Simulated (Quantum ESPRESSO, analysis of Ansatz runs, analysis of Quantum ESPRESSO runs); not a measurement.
# Cu on a Zn site in ZnO: charge-transition level against experiment (Quantum ESPRESSO)

Subject: Cu on a Zn site in ZnO. Wanted: its charge-transition level, in one set-up (QE: PBE, GBRV 1.5 PBE, 72-site cell, PBE lattice, k: the zone centre alone then 2x2x2 shifted, dielectric constants 3.7 and 8.5 (handbook)). The model is a cell of 72 host atoms with 1 Zn taken out and 1 Cu put in. The level is the Fermi energy at which two charge states have equal formation energy, after a correction for the images of the charge. Other potentials or another program check that the number doesn't hang on one set of files.

Measured beforehand: (0/-1) level above the valence-band top: 3.2 eV (“Acceptors in ZnO”, 2015, McCluskey et al.).

Main program and level: Quantum ESPRESSO 7.5; Quantum ESPRESSO plane-wave DFT, PBE, GBRV 1.5 PBE potentials; relaxation of all atoms of a defect supercell.

### 1. Starting point

The cell holds 72 atoms: 35 Zn, 36 O and 1 Cu. Its edges and angles: a = 9.842 Å, b = 9.842 Å, c = 10.593 Å, α = 90.0°, β = 90.0°, γ = 120.0°. It derives from ZnO (space group P6_3mc). Nearest the centre at fractional (0.556, 0.444, 0.500): Cu38 at 0.05 Å, O36 at 1.96 Å, O28 at 1.96 Å, O60 at 1.99 Å, O39 at 2.00 Å, Zn57 at 3.24 Å, Zn33 at 3.25 Å, Zn61 at 3.26 Å.

The host's primitive cell comes from a first run (Quantum ESPRESSO plane-wave DFT, PBE, GBRV 1.5 PBE potentials; relaxation of cell and atoms of a defect-free cell): vectors of 3.281, 3.281 and 5.297 Å. That is 12.34 Å³ an atom, 3.7 % over the diffraction cell's volume. The supercell is built on it.

### 2. Relaxation, charge 0

Every later number rests on the structure around the defect, so the atoms are relaxed at the host's lattice first.

pw.in

```
&CONTROL
  calculation = 'relax'
  prefix = 'pwscf'
  outdir = './tmp'
  pseudo_dir = './pseudo'
  tprnfor = .true.
  disk_io = 'low'
  nstep = 70
  forc_conv_thr = 0.00078
  etot_conv_thr = 0.0001
/
&SYSTEM
  ibrav = 0
  nat = 72
  ntyp = 3
  ecutwfc = 45
  ecutrho = 360
  nbnd = 472
  occupations = 'smearing'
  smearing = 'fd'
  degauss = 0.00073499
  nspin = 2
  starting_magnetization(1) = 0.025
  starting_magnetization(2) = 0.0833
  starting_magnetization(3) = 0.0263
  tot_magnetization = 1
  nosym = .true.
/
&ELECTRONS
  conv_thr = 7d-08
  electron_maxstep = 100
  mixing_beta = 0.3
/
&IONS
  ion_dynamics = 'bfgs'
/
ATOMIC_SPECIES
Zn    65.3800 zn_pbe_v1.uspp.F.UPF
O     15.9990 o_pbe_v1.2.uspp.F.UPF
Cu    63.5460 cu_pbe_v1.2.uspp.F.UPF
CELL_PARAMETERS angstrom
   9.8424224986    0.0000000000    0.0000000000
  -4.9212112493    8.5237879996    0.0000000000
   0.0000000000    0.0000000000   10.5930621374
ATOMIC_POSITIONS crystal
Zn     0.1111475595    0.2252452078    0.2461827460
Zn     0.2256097274    0.1164308162   -0.0018820319
O      0.2221961254    0.1120696414    0.1941493823
O      0.1136099125    0.2223036637    0.4436466922
Zn     0.1098229006    0.2233121536    0.7543022980
Zn     0.2189684460    0.1137049532    0.4997765701
O      0.2274858772    0.1124902473    0.6877886565
O      0.1085927859    0.2204047052    0.9437477623
Zn     0.1100105215    0.5565119708    0.2455686748
Zn     0.2245757923    0.4499794025    0.0015035358
O      0.2268886725    0.4498543201    0.1896061368
O      0.1127686743    0.5605528333    0.4371714637
Zn     0.1077402472    0.5575418955    0.7518004444
Zn     0.2206799999    0.4413949665    0.4959564217
O      0.2191292035    0.4386019241    0.6899064337
O      0.1131032385    0.5517807084    0.9397603269
Zn     0.1123642564    0.8937674855    0.2523663492
Zn     0.2248863169    0.7756228992    0.0026693972
O      0.2196008086    0.7802974465    0.1872441311
O      0.1126438860    0.8861722958    0.4427235242
Zn     0.1119181896    0.8927116041    0.7465585390
Zn     0.2177090914    0.7726910918    0.4985132370
O      0.2192316662    0.7758012191    0.6854805926
O      0.1074136568    0.8855884893    0.9361094278
Zn     0.4479059615    0.2199147526    0.2506540157
Zn     0.5554320449    0.1100164013    0.0046089064
O      0.5521671766    0.1120939101    0.1924590571
O      0.4463591980    0.2250990947    0.4436060437
Zn     0.4410907881    0.2173591057    0.7524849753
Zn     0.5542109882    0.1081908810    0.4958963166
O      0.5563836715    0.1144930333    0.6932888777
O      0.4432726748    0.2265820778    0.9400394523
Zn     0.4483539408    0.5610942434    0.2511261535
Zn     0.5560877966    0.4429365428   -0.0044136161
O      0.5534689597    0.4436681939    0.1851121197
O      0.4481562780    0.5535347293    0.4388970439
Zn     0.4468453759    0.5606520717    0.7523214361
Cu     0.5572256635    0.4435270979    0.5042101206
O      0.5498808800    0.4425911017    0.6887462601
O      0.4444699045    0.5518331312    0.9363173595
Zn     0.4492678974    0.8941273613    0.2494255233
Zn     0.5573823927    0.7827554982    0.0024087961
O      0.5553080396    0.7775221074    0.1942307630
O      0.4499598238    0.8900568631    0.4401501749
Zn     0.4389688615    0.8844567949    0.7506116192
Zn     0.5534383815    0.7814485002    0.4997278503
O      0.5523050143    0.7774882543    0.6857885514
O      0.4424637739    0.8834440885    0.9379011914
Zn     0.7802443542    0.2223742345    0.2458255194
Zn     0.8907108461    0.1161978405   -0.0022645990
O      0.8946656742    0.1134561120    0.1901623640
O      0.7815516043    0.2204984253    0.4381737834
Zn     0.7780996837    0.2177909039    0.7519899838
Zn     0.8944534564    0.1131217552    0.5012986240
O      0.8884391369    0.1083838336    0.6936082024
O      0.7729875729    0.2169163903    0.9391879701
Zn     0.7812755949    0.5592049516    0.2533410164
Zn     0.8880919419    0.4421530520    0.0043214684
O      0.8886634089    0.4478133731    0.1860841114
O      0.7773275681    0.5505863243    0.4411650602
Zn     0.7808878723    0.5530354659    0.7486924926
Zn     0.8904049445    0.4447020586    0.5045244469
O      0.8946232365    0.4475971042    0.6904746103
O      0.7798263400    0.5572295410    0.9351349988
Zn     0.7834587733    0.8905577230    0.2495440583
Zn     0.8875863071    0.7765851459   -0.0045861471
O      0.8887483043    0.7817234164    0.1866280231
O      0.7785473241    0.8886571329    0.4441605695
Zn     0.7835066604    0.8922968473    0.7491088078
Zn     0.8906610535    0.7833008349    0.5012859608
O      0.8839255415    0.7777077160    0.6883728906
O      0.7771741721    0.8853265175    0.9431032936
K_POINTS gamma
```

Command:

```console
> OMP_NUM_THREADS=1 mpirun -n 16 pw.x -in pw.in > pw.out
```

Log:

```text
This program is part of the open-source Quantum ESPRESSO suite
     for quantum simulation of materials; please cite
         "P. Giannozzi et al., J. Phys.:Condens. Matter 21 395502 (2009);
         "P. Giannozzi et al., J. Phys.:Condens. Matter 29 465901 (2017);
         "P. Giannozzi et al., J. Chem. Phys. 152 154105 (2020);
          URL
     in publications or presentations arising from this work. More details at

     gamma-point specific algorithms are used

     Subspace diagonalization in iterative solution of the eigenvalue problem:
     one sub-group per band group will be used
     scalapack distributed-memory algorithm (size of sub-group:  4*  4 procs)

     --------------------
     sticks:   dense  smooth     PW     G-vecs:    dense   smooth      PW
     Min         535     266     65                43239    15286    1906
     Max         538     268     68                43250    15304    1916
     Sum        8593    4267   1069               691909   244687   30559

     Using Slab Decomposition

     bravais-lattice index     =            0
     lattice parameter (alat)  =      18.5995  a.u.
     unit-cell volume          =    5997.2584 (a.u.)^3
     number of atoms/cell      =           72
     number of atomic types    =            3
     number of electrons       =       935.00 (up: 468.00, down: 467.00)
     number of Kohn-Sham states=          472
     kinetic-energy cutoff     =      45.0000  Ry
     charge density cutoff     =     360.0000  Ry
     scf convergence threshold =      7.0E-08
     mixing beta               =       0.3000
     number of iterations used =            8  plain     mixing
     energy convergence thresh.=      1.0E-04
     force convergence thresh. =      7.8E-04
     Exchange-correlation= SLA  PW   PBE  PBE
                           (   1   4   3   4   0   0   0)
     nstep                     =           70

     celldm(1)=  18.599483  celldm(2)=   0.000000  celldm(3)=   0.000000
     celldm(4)=   0.000000  celldm(5)=   0.000000  celldm(6)=   0.000000

     crystal axes: (cart. coord. in units of alat)
               a(1) = (   1.000000   0.000000   0.000000 )
               a(2) = (  -0.500000   0.866025   0.000000 )
               a(3) = (   0.000000   0.000000   1.076266 )

     reciprocal axes: (cart. coord. in units 2 pi/alat)
               b(1) = (  1.000000  0.577350 -0.000000 )
               b(2) = (  0.000000  1.154701  0.000000 )
               b(3) = (  0.000000 -0.000000  0.929139 )

     PseudoPot. # 1 for Zn read from file:
     zn_pbe_v1.uspp.F.UPF
     Pseudo is Ultrasoft, Zval = 20.0
     Generated by new atomic code, or converted to UPF format
     Using radial grid of  943 points,  6 beta functions with:
                l(1) =   0
                l(2) =   0
                l(3) =   1
                l(4) =   1
                l(5) =   2
                l(6) =   2
     Q(r) pseudized with  8 coefficients,  rinner =    1.100   1.100   1.100
                                                       1.100   1.100

     PseudoPot. # 2 for O  read from file:
     o_pbe_v1.2.uspp.F.UPF
     Pseudo is Ultrasoft + core correction, Zval =  6.0
     Generated by new atomic code, or converted to UPF format
     Using radial grid of  737 points,  5 beta functions with:
                l(1) =   0
                l(2) =   0
                l(3) =   1
                l(4) =   1
                l(5) =   2
     Q(r) pseudized with  8 coefficients,  rinner =    0.900   0.900   0.900
                                                       0.900   0.900

     PseudoPot. # 3 for Cu read from file:
     cu_pbe_v1.2.uspp.F.UPF
     Pseudo is Ultrasoft + core correction, Zval = 19.0
     Generated by new atomic code, or converted to UPF format
     Using radial grid of  867 points,  6 beta functions with:
                l(1) =   0
                l(2) =   0
                l(3) =   1
                l(4) =   1
                l(5) =   2
                l(6) =   2
     Q(r) pseudized with  8 coefficients,  rinner =    1.150   1.150   1.150
                                                       1.150   1.150

     atomic species   valence    mass     pseudopotential
     Zn               20.00    65.38000     Zn( 1.00)
     O                 6.00    15.99900     O ( 1.00)
     Cu               19.00    63.54600     Cu( 1.00)

     Starting magnetic structure
     atomic species   magnetization
     Zn              0.025
     O               0.083
     Cu              0.026

     No symmetry found

   Cartesian axes

     site n.     atom                  positions (alat units)
         1        Zn     tau(   1) = (  -0.0014750   0.1950681   0.2649581  )
         2        Zn     tau(   2) = (   0.1673943   0.1008320  -0.0020256  )
         3        O      tau(   3) = (   0.1661613   0.0970552   0.2089563  )
         4        O      tau(   4) = (   0.0024581   0.1925206   0.4774817  )
         5        Zn     tau(   5) = (  -0.0018332   0.1933940   0.8118297  )
         6        Zn     tau(   6) = (   0.1621160   0.0984714   0.5378924  )
         7        O      tau(   7) = (   0.1712408   0.0974194   0.7402434  )
         8        O      tau(   8) = (  -0.0016096   0.1908761   1.0157234  )
         9        Zn     tau(   9) = (  -0.1682455   0.4819535   0.2642972  )
        10        Zn     tau(  10) = (  -0.0004139   0.3896936   0.0016182  )
        11        O      tau(  11) = (   0.0019615   0.3895853   0.2040666  )
        12        O      tau(  12) = (  -0.1675077   0.4854530   0.4705127  )
        13        Zn     tau(  13) = (  -0.1710307   0.4828454   0.8091371  )
        14        Zn     tau(  14) = (  -0.0000175   0.3822593   0.5337809  )
        15        O      tau(  15) = (  -0.0001718   0.3798404   0.7425227  )
        16        O      tau(  16) = (  -0.1627871   0.4778561   1.0114318  )
        17        Zn     tau(  17) = (  -0.3345195   0.7740254   0.2716133  )
        18        Zn     tau(  18) = (  -0.1629251   0.6717091   0.0028730  )
        19        O      tau(  19) = (  -0.1705479   0.6757574   0.2015244  )
        20        O      tau(  20) = (  -0.3304423   0.7674477   0.4764882  )
        21        Zn     tau(  21) = (  -0.3344376   0.7731109   0.8034954  )
        22        Zn     tau(  22) = (  -0.1686365   0.6691701   0.5365327  )
        23        O      tau(  23) = (  -0.1686689   0.6718636   0.7377593  )
        24        O      tau(  24) = (  -0.3353806   0.7669421   1.0075025  )
        25        Zn     tau(  25) = (   0.3379486   0.1904518   0.2697703  )
[...]
atom  69 (R=0.080)  charge= 17.2612  magn=  0.0002
     atom  70 (R=0.080)  charge= 17.2565  magn=  0.0096
     atom  71 (R=0.080)  charge=  5.2525  magn=  0.0022
     atom  72 (R=0.080)  charge=  5.2536  magn=  0.0000

     End of self-consistent calculation

 ------ SPIN UP ------------

          k = 0.0000 0.0000 0.0000 ( 15280 PWs)   bands (ev):

  -115.3428-115.3409-115.2295-115.2235-115.2176-115.2143-115.2049-115.2035
  -115.2028-115.1944-115.1817-115.1803-115.1802-115.1802-115.1781-115.1755
  -115.1716-115.1703-115.1698-115.1698-115.1684-115.1682-115.1667-115.1631
  -115.1566-115.1548-115.1538-115.1537-115.1475-115.1468-115.1450-115.1356
  -115.1328-115.1219-115.0834-103.2991 -69.5452 -69.5432 -69.5419 -69.5399
   -69.5217 -69.5197 -69.4298 -69.4287 -69.4259 -69.4216 -69.4182 -69.4170
   -69.4122 -69.4118 -69.4109 -69.4101 -69.4077 -69.4064 -69.4049 -69.4032
   -69.4006 -69.3993 -69.3984 -69.3979 -69.3976 -69.3973 -69.3936 -69.3931
   -69.3891 -69.3856 -69.3819 -69.3801 -69.3800 -69.3790 -69.3778 -69.3763
   -69.3755 -69.3753 -69.3752 -69.3748 -69.3748 -69.3737 -69.3734 -69.3732
   -69.3725 -69.3717 -69.3704 -69.3698 -69.3692 -69.3691 -69.3689 -69.3689
   -69.3685 -69.3682 -69.3663 -69.3658 -69.3653 -69.3650 -69.3650 -69.3649
   -69.3637 -69.3631 -69.3630 -69.3628 -69.3627 -69.3623 -69.3618 -69.3614
   -69.3613 -69.3602 -69.3575 -69.3569 -69.3557 -69.3551 -69.3546 -69.3524
   -69.3515 -69.3511 -69.3490 -69.3485 -69.3481 -69.3479 -69.3478 -69.3469
   -69.3468 -69.3458 -69.3449 -69.3443 -69.3426 -69.3408 -69.3402 -69.3384
   -69.3371 -69.3365 -69.3325 -69.3303 -69.3296 -69.3270 -69.3225 -69.3222
   -69.3187 -69.3112 -69.2846 -69.2813 -69.2713 -61.0642 -60.9857 -59.9946
    -9.5195  -9.2295  -9.1644  -9.1487  -9.0985  -9.0721  -9.0587  -9.0525
    -9.0259  -8.9376  -8.9198  -8.8852  -8.8636  -8.8609  -8.8586  -8.8574
    -8.8558  -8.8440  -8.8412  -8.8347  -8.8257  -8.8002  -8.7698  -8.7213
[...]
------ SPIN DOWN ----------

          k = 0.0000 0.0000 0.0000 ( 15280 PWs)   bands (ev):

  -115.3266-115.3244-115.2218-115.2176-115.2123-115.2119-115.2038-115.2020
  -115.1966-115.1855-115.1813-115.1800-115.1799-115.1794-115.1776-115.1752
  -115.1699-115.1696-115.1694-115.1681-115.1678-115.1667-115.1646-115.1630
  -115.1562-115.1547-115.1536-115.1534-115.1473-115.1449-115.1444-115.1351
  -115.1289-115.1184-115.0811-102.4751 -69.5261 -69.5237 -69.5235 -69.5215
[...]
6.4644   6.4778   6.4785   6.4957   6.5026   6.5630   6.5649   6.6961
     6.7008   6.8315   6.8345   6.8878   6.8904   6.8977   6.8994   6.9045
     6.9140   6.9166   6.9282   6.9624   7.0119   7.0152   7.0322   7.0562
     7.0704   7.0836   7.0916   7.0973   7.1023   7.1054   7.1082   7.1191
     7.1295   7.1311   7.3037   7.3417   7.3479   7.3888   7.4035   7.4515
     7.4608   7.4661   7.5510   7.5675   7.6436   7.6561   7.6769   7.6895
     7.7545   7.7887   7.8593   7.8749   7.9982   8.0756   8.0993   8.1774
     8.1899   8.7222   8.7929   8.8751   9.0186  11.6266  11.6495  12.4145

     the spin up/dw Fermi energies are     8.7658    8.8340 ev

!    total energy              =  -17722.85467304 Ry
     estimated scf accuracy    <          4.4E-10 Ry
     smearing contrib. (-TS)   =      -0.00012145 Ry
     internal energy E=F+TS    =  -17722.85455159 Ry

     The total energy is F=E-TS. E is the sum of the following terms:
     one-electron contribution =  -14633.34332825 Ry
     hartree contribution      =    7693.56242052 Ry
     xc contribution           =   -1781.83997509 Ry
     ewald contribution        =   -9001.23366877 Ry

     total magnetization       =     1.00 Bohr mag/cell
     absolute magnetization    =     1.17 Bohr mag/cell

     convergence has been achieved in  13 iterations

     Forces acting on atoms (cartesian axes, Ry/au):

     atom    1 type  1   force =     0.00035480    0.00015407   -0.00002324
     atom    2 type  1   force =     0.00007583   -0.00004218   -0.00032342
     atom    3 type  2   force =    -0.00006817    0.00020768    0.00006808
     atom    4 type  2   force =    -0.00011043    0.00006599    0.00025438
     atom    5 type  1   force =     0.00003054    0.00014663    0.00021012
     atom    6 type  1   force =     0.00008430    0.00000884   -0.00000160
     atom    7 type  2   force =    -0.00000821   -0.00028003   -0.00001890
     atom    8 type  2   force =     0.00041730    0.00020800    0.00001100
     atom    9 type  1   force =     0.00011424   -0.00008815   -0.00002432
     atom   10 type  1   force =    -0.00023962    0.00026463   -0.00002178
     atom   11 type  2   force =     0.00011968   -0.00021791   -0.00000989
     atom   12 type  2   force =    -0.00000054   -0.00013359   -0.00028087
     atom   13 type  1   force =     0.00024978   -0.00017204   -0.00010621
     atom   14 type  1   force =    -0.00009446    0.00018928    0.00010245
     atom   15 type  2   force =     0.00027424   -0.00014882    0.00013122
     atom   16 type  2   force =     0.00007045   -0.00004493   -0.00032656
[...]
atom   65 type  1   force =     0.00026467    0.00002734   -0.00006489
     atom   66 type  1   force =    -0.00004951   -0.00012042   -0.00006840
     atom   67 type  2   force =     0.00004875   -0.00016938   -0.00004628
     atom   68 type  2   force =     0.00018127   -0.00000791    0.00020376
     atom   69 type  1   force =     0.00003318    0.00005673    0.00010835
     atom   70 type  1   force =    -0.00022000   -0.00011339   -0.00007051
     atom   71 type  2   force =    -0.00005733    0.00014114   -0.00009663
     atom   72 type  2   force =    -0.00014783   -0.00028020    0.00015505

     Total force =     0.002742     Total SCF correction =     0.000066
     Energy error            =      1.4E-05 Ry
     Gradient error          =      7.5E-04 Ry/Bohr

     bfgs converged in  27 scf cycles and  26 bfgs steps
     (criteria: energy <  1.0E-04 Ry, force <  7.8E-04 Ry/Bohr)

     End of BFGS Geometry Optimization

     Final energy             =  -17722.8546730355 Ry

     File ./tmp/pwscf.bfgs deleted, as requested
Begin final coordinates

ATOMIC_POSITIONS (crystal)
Zn               0.1118253552        0.2227500597        0.2503337935
Zn               0.2228194960        0.1115462829        0.0004724353
O                0.2230613260        0.1112775219        0.1901687707
O                0.1135894458        0.2230291780        0.4397945517
Zn               0.1122302542        0.2228689996        0.7504371345
Zn               0.2258249565        0.1133118791        0.5002546972
O                0.2233270177        0.1117455202        0.6889625346
O                0.1115467811        0.2224876902        0.9397721412
Zn               0.1113314776        0.5558057403        0.2506245088
Zn               0.2225581062        0.4448634119        0.0005903419
O                0.2223336644        0.4447679073        0.1899763037
O                0.1106427309        0.5560156184        0.4401249260
Zn               0.1106599120        0.5563813770        0.7510839999
Zn               0.2231665433        0.4455327114        0.5011309475
O                0.2210564095        0.4449949179        0.6899870364
O                0.1113914850        0.5562833413        0.9402286461
[...]
Zn               0.7777337328        0.8887628996        0.2504330806
Zn               0.8894018719        0.7781872889        0.0003198648
O                0.8894071721        0.7778417251        0.1900710396
O                0.7781625659        0.8880246329        0.4398698790
Zn               0.7778590443        0.8885811730        0.7504085175
Zn               0.8875149011        0.7754157880        0.5001905340
O                0.8888225929        0.7772137562        0.6889294937
O                0.7782363396        0.8891725552        0.9396727894
End final coordinates

=------------------------------------------------------------------------------=
   JOB DONE.
=------------------------------------------------------------------------------=
```

It took 36 min on 16 MPI ranks of Arm Neoverse V2, shared host; peak memory 4 GiB.

[end of part 1 of 4]

[Logs are printed without paths, hosts, clocks, repeated set-up lines and the standing remarks that a program may print on its own settings, such as how far it seeks lower states.]

[Hosts, paths, dates, database ids (printed as entryN), source tags and the programs' standing remarks are cut or masked in the printed files.]

[For some hosts the program warned that the k-mesh of the response run may be too coarse for force constants and the static dielectric constant; such warnings are not shown here.]
